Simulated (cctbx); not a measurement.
# BiH3: precision against data quality

Space group P6_3/mmc (no. 194), a = 3.6070 Å, b = 3.6070 Å, c = 6.1730 Å, α = 90.00°, β = 90.00°, γ = 120.00°.

| atom | mult. | x | y | z | Ueq (Å²) |
| --- | --- | --- | --- | --- | --- |
| Bi1 | 2 | 1/3 | 2/3 | 1/4 | 0.0140 |
| H1 | 4 | 2/3 | 1/3 | 0.0935 | 0.0767 |
| H2 | 2 | 0 | 0 | 1/2 | 0.0906 |

The model is made up (kin elements in a known structure type, no relaxation), so it says nothing on whether the phase exists.

Five simulated data sets (cctbx; Ag Kα, λ = 0.56087 Å; 1.5 % proportional error) differ in resolution or exposure (noise floor 4 counts in the first three, 8 in the last two). Each is refined with the right model, isotropic at 1.1 Å and anisotropic otherwise. How do the figures of merit and the uncertainties move?

| d min (Å) | top counts | ⟨I/σ⟩ (unmerged, absences included) | unique | param. (scale apart) | Rint | R1 | GooF | largest s.u. xyz (fractional) | s.u. U of H1 (Å²) | largest error (Å) |
| --- | --- | --- | --- | --- | --- | --- | --- | --- | --- | --- |
| 1.1 | 20000 | 41.9 | 18 | 4 | 0.014 | 0.0035 | 1.35 | 0.02015 | 0.0407 | 0.1102 |
| 0.84 | 20000 | 36.7 | 37 | 5 | 0.016 | 0.0028 | 0.83 | 0.00976 | 0.0166 | 0.0667 |
| 0.6 | 20000 | 29.3 | 83 | 5 | 0.019 | 0.0039 | 0.96 | 0.00978 | 0.0154 | 0.0573 |
| 0.75 | 300 | 3.8 | 48 | 5 | 0.145 | 0.0239 | 0.77 | 0.03388 | 0.0509 | 0.0636 |
| 0.75 | 3000 | 15.8 | 48 | 5 | 0.033 | 0.0057 | 0.77 | 0.01432 | 0.0250 | 0.0436 |

The number of reflections grows roughly as 1/d³: 18, 37 and 83 here. R1 follows the noise rather than the truth: at 300 counts it is 0.0239, at 3000 counts 0.0057, while GooF is 0.77 and 0.77: the weights 1/σ² carry the noise. The s.u. of U (U11 where anisotropic) for H1 goes 0.0407, 0.0166, 0.0154 Å² with resolution and 0.0509, 0.0250 Å² with exposure.

The 1.1 Å row also differs in its displacement model, so it isn't a clean test of resolution.

Hardware for the 0.6 Å refinement: 0.77 s on 1 thread of Arm Neoverse N1, with other jobs on the host, peak memory 0.09 GiB.
